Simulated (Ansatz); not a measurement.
# Work function of Ir(100): what the settings cost and change, part 2 of 2

How thick a slab and how much vacuum does the work function of Ir(100) need?

Ansatz 0.2.0; plane-wave DFT, PBE, Ansatz PAW.

So far, work function, upper face (eV): step 2 (slab, setting 1 layer) 6.17; step 3 (run, 2 atoms) 5.69; step 4 (run, 3 atoms) 5.46; step 5 (run, 4 atoms) 5.54; step 6 (slab, 5 atoms) 5.55.

### 7. Run, 6 atoms

System of this step: Ir(100). The cell holds 6 atoms: 6 Ir. Cell: a = 2.715 Å, b = 2.715 Å, c = 27.600 Å, α = 90.0°, β = 90.0°, γ = 90.0°. Vacuum lies along c.

Input file input.yaml:

```yaml
crystal:
  lattice:
    - [2.7152900398, 0.0, 0.0]
    - [0.0, 2.7152900398, 0.0]
    - [0.0, 0.0, 27.6]
  atoms:
    - { symbol: Ir, position: [0.5, 0.5, 0.3260869565] }
    - { symbol: Ir, position: [0.0, 0.0, 0.3956521739] }
    - { symbol: Ir, position: [0.5, 0.5, 0.4652173913] }
    - { symbol: Ir, position: [0.0, 0.0, 0.5347826087] }
    - { symbol: Ir, position: [0.5, 0.5, 0.6043478261] }
    - { symbol: Ir, position: [0.0, 0.0, 0.6739130435] }
kpoints:
  mp_grid: { grid: [15, 15, 1] }
hamiltonian:
  xc: pbe
scf:
  occupations: { method: fermi_dirac, width: 0.1 }
  convergence: { dr2_threshold: 1.0e-09 }
efield:
  axis: 3
  dipole_correction: true
  ramp_position: 0.97
  ramp_width: 0.06
output:
  write_potential: true
  write_density: true
  volumetric_format: npy
```

On the command line:

```sh
ansatz run input.yaml --threads 2 --pin off --max-ram 3072MiB --backend cpu --events-out ev --progress --plain --runs-dir out
```

Numbers of over 12 decimals in the logs are rounded to 6 here.

What it wrote:

```text
[...]
Crystal: 6 atoms, lattice volume = 203.489 Å³
Basis set: ecut = 420 eV, 4057 PW (Γ)
Bands: 62, of which v1, the nominal top of the filled ones, is band 51 counted from 1 (50 counted from 0)
Symmetry: 8 space group operations
k-points: 36 of 225
[...]
k-point 0: bands = [... 47 lower, 6.4557, 6.8470, 6.8750, 6.8750, 7.3812, 7.9410, 8.0571, 8.0571, ... 7 higher]
  k-point 1: bands = [... 47 lower, 6.3862, 6.6293, 6.8614, 7.2719, 7.3308, 7.5486, 7.5667, 7.9469, ... 7 higher]
  k-point 2: bands = [... 47 lower, 6.2467, 6.3650, 6.7563, 6.7772, 6.9546, 7.2126, 7.6094, 8.0748, ... 7 higher]
  k-point 35: bands = [... 47 lower, 8.1468, 8.6369, 8.8811, 8.8984, 8.9140, 9.5268, 9.6232, 10.1426, ... 7 higher]
[key lines of the parts left out:]
SCF converged after 10 iterations
Free energy (F): -71609.249643 eV
Fermi energy:    7.490114 eV
Dipole field:    D = -0.000000 V/Å  (p = -0.000000 e·Å, saw-weighted, corrected)
Work function:   Φ+ = 5.5533 eV   Φ− = 5.5533 eV
```

Elapsed: 72 s, on 2 threads of Arm Neoverse N1, shared host; peak memory 0.71 GiB; 2 min of CPU time.

The work function is 5.553 eV, +0.004 eV from the run “5 layers”, at 1.2 times its CPU time.

### 8. Slab, 8 atoms

System of this step: Ir(100). The cell holds 8 atoms: 8 Ir. Its edges and angles: a = 2.715 Å, b = 2.715 Å, c = 31.440 Å, α = 90.0°, β = 90.0°, γ = 90.0°. Vacuum lies along c.

input.yaml, the sections that differ from step 7:

```yaml
crystal:
  lattice:
    - [2.7152900398, 0.0, 0.0]
    - [0.0, 2.7152900398, 0.0]
    - [0.0, 0.0, 31.44]
  atoms:
    - { symbol: Ir, position: [0.5, 0.5, 0.286259542] }
    - { symbol: Ir, position: [0.0, 0.0, 0.3473282443] }
    - { symbol: Ir, position: [0.5, 0.5, 0.4083969466] }
    - { symbol: Ir, position: [0.0, 0.0, 0.4694656489] }
    - { symbol: Ir, position: [0.5, 0.5, 0.5305343511] }
    - { symbol: Ir, position: [0.0, 0.0, 0.5916030534] }
    - { symbol: Ir, position: [0.5, 0.5, 0.6526717557] }
    - { symbol: Ir, position: [0.0, 0.0, 0.713740458] }
# kpoints, hamiltonian, scf, efield, output: as in step 7
```

What it wrote:

```text
[...]
Crystal: 8 atoms, lattice volume = 231.801 Å³
Basis set: ecut = 420 eV, 4597 PW (Γ)
Bands: 82, of which v1, the nominal top of the filled ones, is band 68 counted from 1 (67 counted from 0)
Symmetry: 8 space group operations
k-points: 36 of 225
[...]
k-point 1: bands = [... 64 lower, 8.7015, 8.8442, 9.1678, 9.1802, 9.4490, 9.6953, 9.8073, 9.9523, ... 10 higher]
  k-point 2: bands = [... 64 lower, 8.6466, 8.7899, 8.8035, 8.8229, 9.2232, 9.3809, 9.4588, 9.9682, ... 10 higher]
  k-point 35: bands = [... 64 lower, 10.8078, 11.1133, 11.1169, 11.1221, 11.1378, 11.1526, 11.7799, 11.8484, ... 10 higher]
[key lines of the parts left out:]
SCF converged after 11 iterations
Free energy (F): -95479.864031 eV
Fermi energy:    9.731958 eV
Dipole field:    D = -0.000001 V/Å  (p = -0.000001 e·Å, saw-weighted, corrected)
Work function:   Φ+ = 5.5469 eV   Φ− = 5.5468 eV
```

Elapsed: 2 min, on 2 threads; peak memory 0.94 GiB; 3.4 min of CPU time.

The work function is 5.547 eV, -0.006 eV from the run “6 layers”, at 1.8 times its CPU time.

### 9. Slab, 10 atoms

System of this step: Ir(100). The cell holds 10 atoms: 10 Ir. Its edges and angles: a = 2.715 Å, b = 2.715 Å, c = 35.280 Å, α = 90.0°, β = 90.0°, γ = 90.0°. Vacuum lies along c.

input.yaml, the sections that differ from step 8:

```yaml
crystal:
  lattice:
    - [2.7152900398, 0.0, 0.0]
    - [0.0, 2.7152900398, 0.0]
    - [0.0, 0.0, 35.28]
  atoms:
    - { symbol: Ir, position: [0.5, 0.5, 0.2551020408] }
    - { symbol: Ir, position: [0.0, 0.0, 0.3095238095] }
    - { symbol: Ir, position: [0.5, 0.5, 0.3639455782] }
    - { symbol: Ir, position: [0.0, 0.0, 0.4183673469] }
    - { symbol: Ir, position: [0.5, 0.5, 0.4727891156] }
    - { symbol: Ir, position: [0.0, 0.0, 0.5272108844] }
    - { symbol: Ir, position: [0.5, 0.5, 0.5816326531] }
    - { symbol: Ir, position: [0.0, 0.0, 0.6360544218] }
    - { symbol: Ir, position: [0.5, 0.5, 0.6904761905] }
    - { symbol: Ir, position: [0.0, 0.0, 0.7448979592] }
# kpoints, hamiltonian, scf, efield, output: as in step 8
```

What it wrote:

```text
[...]
Crystal: 10 atoms, lattice volume = 260.112 Å³
Basis set: ecut = 420 eV, 5177 PW (Γ)
Bands: 102, of which v1, the nominal top of the filled ones, is band 85 counted from 1 (84 counted from 0)
Symmetry: 8 space group operations
k-points: 36 of 225
[...]
k-point 1: bands = [... 81 lower, 10.6011, 10.7137, 10.8276, 10.9504, 11.0875, 11.3530, 11.4109, 11.5664, ... 13 higher]
  k-point 2: bands = [... 81 lower, 10.3312, 10.4235, 10.6538, 10.6904, 10.8883, 10.9415, 11.1339, 11.4456, ... 13 higher]
  k-point 35: bands = [... 81 lower, 12.8638, 12.8655, 12.8701, 12.8725, 12.8750, 12.8912, 12.9064, 13.5431, ... 13 higher]
[key lines of the parts left out:]
SCF converged after 11 iterations
Free energy (F): -119350.505367 eV
Fermi energy:    11.481180 eV
Dipole field:    D = -0.000000 V/Å  (p = -0.000000 e·Å, saw-weighted, corrected)
Work function:   Φ+ = 5.5428 eV   Φ− = 5.5428 eV
```

Wall time 3.2 min (2 threads); peak memory 1.2 GiB.

The work function is 5.543 eV, -0.004 eV from the run “8 layers”, at 1.6 times its CPU time.

### 10. Run, 13 atoms

System of this step: Ir(100). The cell holds 13 atoms: 13 Ir. Cell: a = 2.715 Å, b = 2.715 Å, c = 41.040 Å, α = 90.0°, β = 90.0°, γ = 90.0°. Vacuum lies along c.

input.yaml, the sections that differ from step 9:

```yaml
crystal:
  lattice:
    - [2.7152900398, 0.0, 0.0]
    - [0.0, 2.7152900398, 0.0]
    - [0.0, 0.0, 41.04]
  atoms:
    - { symbol: Ir, position: [0.0, 0.0, 0.2192982456] }
    - { symbol: Ir, position: [0.5, 0.5, 0.2660818713] }
    - { symbol: Ir, position: [0.0, 0.0, 0.3128654971] }
    - { symbol: Ir, position: [0.5, 0.5, 0.3596491228] }
    - { symbol: Ir, position: [0.0, 0.0, 0.4064327485] }
    - { symbol: Ir, position: [0.5, 0.5, 0.4532163743] }
    - { symbol: Ir, position: [0.0, 0.0, 0.5] }
    - { symbol: Ir, position: [0.5, 0.5, 0.5467836257] }
    - { symbol: Ir, position: [0.0, 0.0, 0.5935672515] }
    - { symbol: Ir, position: [0.5, 0.5, 0.6403508772] }
    - { symbol: Ir, position: [0.0, 0.0, 0.6871345029] }
    - { symbol: Ir, position: [0.5, 0.5, 0.7339181287] }
    - { symbol: Ir, position: [0.0, 0.0, 0.7807017544] }
# kpoints, hamiltonian, scf, efield, output: as in step 9
```

What it wrote:

```text
[...]
Crystal: 13 atoms, lattice volume = 302.580 Å³
Basis set: ecut = 420 eV, 6029 PW (Γ)
Bands: 133, of which v1, the nominal top of the filled ones, is band 111 counted from 1 (110 counted from 0)
Symmetry: 8 space group operations
k-points: 36 of 225
[...]
k-point 1: bands = [... 107 lower, 12.7064, 12.8442, 12.9458, 12.9813, 13.0890, 13.2818, 13.3117, 13.6121, ... 18 higher]
  k-point 2: bands = [... 107 lower, 12.4315, 12.5804, 12.7196, 12.7316, 12.7474, 13.0945, 13.1143, 13.1364, ... 18 higher]
  k-point 35: bands = [... 107 lower, 14.8758, 14.8759, 14.8798, 14.8801, 14.8808, 14.8899, 14.9037, 14.9236, ... 18 higher]
[key lines of the parts left out:]
SCF converged after 11 iterations
Free energy (F): -155156.455573 eV
Fermi energy:    13.491536 eV
Dipole field:    D = -0.000000 V/Å  (p = -0.000000 e·Å, saw-weighted, corrected)
Work function:   Φ+ = 5.5434 eV   Φ− = 5.5434 eV
```

Elapsed: 5.3 min, on 2 threads; peak memory 1.7 GiB.

The work function is 5.543 eV, +0.001 eV from the run “10 layers”, at 1.7 times its CPU time.

### 11. Run, 7 atoms

System of this step: Ir(100). The cell holds 7 atoms: 7 Ir. Its edges and angles: a = 2.715 Å, b = 2.715 Å, c = 21.520 Å, α = 90.0°, β = 90.0°, γ = 90.0°. Vacuum lies along c.

input.yaml, the sections that differ from step 10:

```yaml
crystal:
  lattice:
    - [2.7152900398, 0.0, 0.0]
    - [0.0, 2.7152900398, 0.0]
    - [0.0, 0.0, 21.52]
  atoms:
    - { symbol: Ir, position: [0.0, 0.0, 0.2323420074] }
    - { symbol: Ir, position: [0.5, 0.5, 0.3215613383] }
    - { symbol: Ir, position: [0.0, 0.0, 0.4107806691] }
    - { symbol: Ir, position: [0.5, 0.5, 0.5] }
    - { symbol: Ir, position: [0.0, 0.0, 0.5892193309] }
    - { symbol: Ir, position: [0.5, 0.5, 0.6784386617] }
    - { symbol: Ir, position: [0.0, 0.0, 0.7676579926] }
# kpoints, hamiltonian, scf, efield, output: as in step 10
```

What it wrote:

```text
[...]
Crystal: 7 atoms, lattice volume = 158.663 Å³
Basis set: ecut = 420 eV, 3171 PW (Γ)
Bands: 72, of which v1, the nominal top of the filled ones, is band 60 counted from 1 (59 counted from 0)
Symmetry: 8 space group operations
k-points: 36 of 225
[...]
k-point 1: bands = [... 56 lower, 12.9825, 13.1531, 13.4453, 13.6783, 13.9130, 14.1074, 14.2135, 14.3121, ... 8 higher]
  k-point 2: bands = [... 56 lower, 12.8143, 12.9261, 13.2696, 13.3321, 13.5256, 13.9229, 13.9849, 14.3058, ... 8 higher]
  k-point 35: bands = [... 56 lower, 15.0848, 15.3616, 15.3701, 15.3839, 15.3975, 16.0230, 16.1046, 16.4644, ... 8 higher]
[key lines of the parts left out:]
SCF converged after 10 iterations
Free energy (F): -83544.550008 eV
Fermi energy:    13.973300 eV
Dipole field:    D = -0.000000 V/Å  (p = -0.000000 e·Å, saw-weighted, corrected)
Work function:   Φ+ = 5.5430 eV (in doubt: plateau slope 3.3e-2 eV/Å)   Φ− = 5.5446 eV (in doubt: plateau slope 2.2e-2 eV/Å)
```

The job ended after 71 s (2 threads; peak memory 0.65 GiB).

The work function is 5.543 eV. The program marks this work function as in doubt.

### 12. Slab, 7 atoms

The cell differs from the one that the last finished run ended in (c 21.520 → 25.520 Å).

input.yaml, the sections that differ from step 11:

```yaml
crystal:
  lattice:
    - [2.7152900398, 0.0, 0.0]
    - [0.0, 2.7152900398, 0.0]
    - [0.0, 0.0, 25.52]
  atoms:
    - { symbol: Ir, position: [0.0, 0.0, 0.2742946708] }
    - { symbol: Ir, position: [0.5, 0.5, 0.3495297806] }
    - { symbol: Ir, position: [0.0, 0.0, 0.4247648903] }
    - { symbol: Ir, position: [0.5, 0.5, 0.5] }
    - { symbol: Ir, position: [0.0, 0.0, 0.5752351097] }
    - { symbol: Ir, position: [0.5, 0.5, 0.6504702194] }
    - { symbol: Ir, position: [0.0, 0.0, 0.7257053292] }
# kpoints, hamiltonian, scf, efield, output: as in step 11
```

What it wrote:

```text
[...]
Crystal: 7 atoms, lattice volume = 188.154 Å³
Basis set: ecut = 420 eV, 3753 PW (Γ)
Bands: 72, of which v1, the nominal top of the filled ones, is band 60 counted from 1 (59 counted from 0)
Symmetry: 8 space group operations
k-points: 36 of 225
[...]
k-point 1: bands = [... 56 lower, 9.9230, 10.0936, 10.3858, 10.6187, 10.8546, 11.0478, 11.1540, 11.2526, ... 8 higher]
  k-point 2: bands = [... 56 lower, 9.7548, 9.8668, 10.2101, 10.2721, 10.4661, 10.8641, 10.9254, 11.2463, ... 8 higher]
  k-point 35: bands = [... 56 lower, 12.0252, 12.3021, 12.3106, 12.3244, 12.3380, 12.9635, 13.0450, 13.4048, ... 8 higher]
[key lines of the parts left out:]
SCF converged after 10 iterations
Free energy (F): -83544.550001 eV
Fermi energy:    10.913794 eV
Dipole field:    D = 0.000000 V/Å  (p = 0.000000 e·Å, saw-weighted, corrected)
Work function:   Φ+ = 5.5472 eV   Φ− = 5.5472 eV
```

Wall time 84 s (2 threads); peak memory 0.73 GiB.

The work function is 5.547 eV, +0.004 eV from the run “7 layers, 10 Å of vacuum”, at 1.2 times its CPU time.

### 13. Run, 7 atoms (run 2)

The cell differs from the one that the last finished run ended in (c 25.520 → 37.520 Å).

input.yaml, the sections that differ from step 12:

```yaml
crystal:
  lattice:
    - [2.7152900398, 0.0, 0.0]
    - [0.0, 2.7152900398, 0.0]
    - [0.0, 0.0, 37.52]
  atoms:
    - { symbol: Ir, position: [0.0, 0.0, 0.3464818763] }
    - { symbol: Ir, position: [0.5, 0.5, 0.3976545842] }
    - { symbol: Ir, position: [0.0, 0.0, 0.4488272921] }
    - { symbol: Ir, position: [0.5, 0.5, 0.5] }
    - { symbol: Ir, position: [0.0, 0.0, 0.5511727079] }
    - { symbol: Ir, position: [0.5, 0.5, 0.6023454158] }
    - { symbol: Ir, position: [0.0, 0.0, 0.6535181237] }
# kpoints, hamiltonian, scf, efield, output: as in step 12
```

What it wrote:

```text
[...]
Crystal: 7 atoms, lattice volume = 276.627 Å³
Basis set: ecut = 420 eV, 5529 PW (Γ)
Bands: 72, of which v1, the nominal top of the filled ones, is band 60 counted from 1 (59 counted from 0)
Symmetry: 8 space group operations
k-points: 36 of 225
[...]
k-point 0: bands = [... 56 lower, 4.8644, 4.9005, 5.2888, 5.4191, 5.4191, 5.7656, 6.2265, 6.3980, ... 8 higher]
  k-point 1: bands = [... 56 lower, 4.6583, 4.8289, 5.1211, 5.3540, 5.5899, 5.7831, 5.8893, 5.9878, ... 8 higher]
  k-point 2: bands = [... 56 lower, 4.4901, 4.6021, 4.9454, 5.0074, 5.2014, 5.5994, 5.6607, 5.9816, ... 8 higher]
  k-point 35: bands = [... 56 lower, 6.7605, 7.0373, 7.0459, 7.0597, 7.0732, 7.6988, 7.7803, 8.1401, ... 8 higher]
[key lines of the parts left out:]
SCF converged after 10 iterations
Free energy (F): -83544.550017 eV
Fermi energy:    5.649084 eV
Dipole field:    D = 0.000001 V/Å  (p = 0.000001 e·Å, saw-weighted, corrected)
Work function:   Φ+ = 5.5472 eV   Φ− = 5.5472 eV
```

Run time: 1.8 min. Hardware: 2 threads; peak memory 0.97 GiB.

The work function is 5.547 eV, +0.000 eV from the run “7 layers, 14 Å of vacuum”, at 1.3 times its CPU time.

### 14. Comparing the runs

Times are for 2 threads of Arm Neoverse N1, shared host. Results by setting:

```
no.                   setting  work function, upper face (eV)     time  memory (GiB)
  1                   1 layer                           6.166    8.4 s          0.39
  2                  2 layers                           5.688     17 s           0.4
  3                  3 layers                           5.464     33 s          0.46
  4                  4 layers                           5.545     48 s          0.52
  5                  5 layers                           5.549     62 s           0.6
  6                  6 layers                           5.553     72 s          0.71
  7                  8 layers                           5.547    2 min          0.94
  8                 10 layers                           5.543  3.2 min           1.2
  9                 13 layers                           5.543  5.3 min           1.7
 10  7 layers, 10 Å of vacuum                           5.543     71 s          0.65
 11  7 layers, 14 Å of vacuum                           5.547     84 s          0.73
 12  7 layers, 26 Å of vacuum                           5.547  1.8 min          0.97
```

### 15. Outcome

| Item | Value |
| --- | --- |
| work function, 1 layer | 6.166 eV |
| work function, 3 layers | 5.464 eV |
| work function, 6 layers | 5.553 eV |
| work function, 13 layers | 5.543 eV |

**Reading.** The thickest slab gives 5.54 eV, and the settings tried spread the value from 5.46 to 6.17 eV. At 18 Å of vacuum, the slabs from 4 layers on stay within 0.01 eV of the thickest. Going from 10 to 26 Å of vacuum moves it by 0.004 eV. The program marks the value as in doubt in “7 layers, 10 Å of vacuum”. A compiled measured value is 5.96 eV (arxiv:1902.07811, 2019), but the real face reconstructs and these slabs don't, so it is no test of the method. The ladder's slabs use the tabulated experimental lattice constant (two decimals; a low-temperature value for the alkali metals). In 1 run of the series (7 layers, 10 Å of vacuum) the program warns that electrons reach the sawtooth's ramp, which makes dipole and work function less sure.

[Logs are printed without paths, hosts, clocks, repeated set-up lines and the standing remarks that a program may print on its own settings, such as how far it seeks lower states.]

[Hosts, paths, dates, database ids (printed as entryN), source tags and the programs' standing remarks are cut or masked in the printed files.]

[Maps of the electrostatic potential energy from Ansatz leave out the sawtooth potential of an applied field or a dipole correction, so their vacuum need not be flat; planar profiles and work functions include it.]
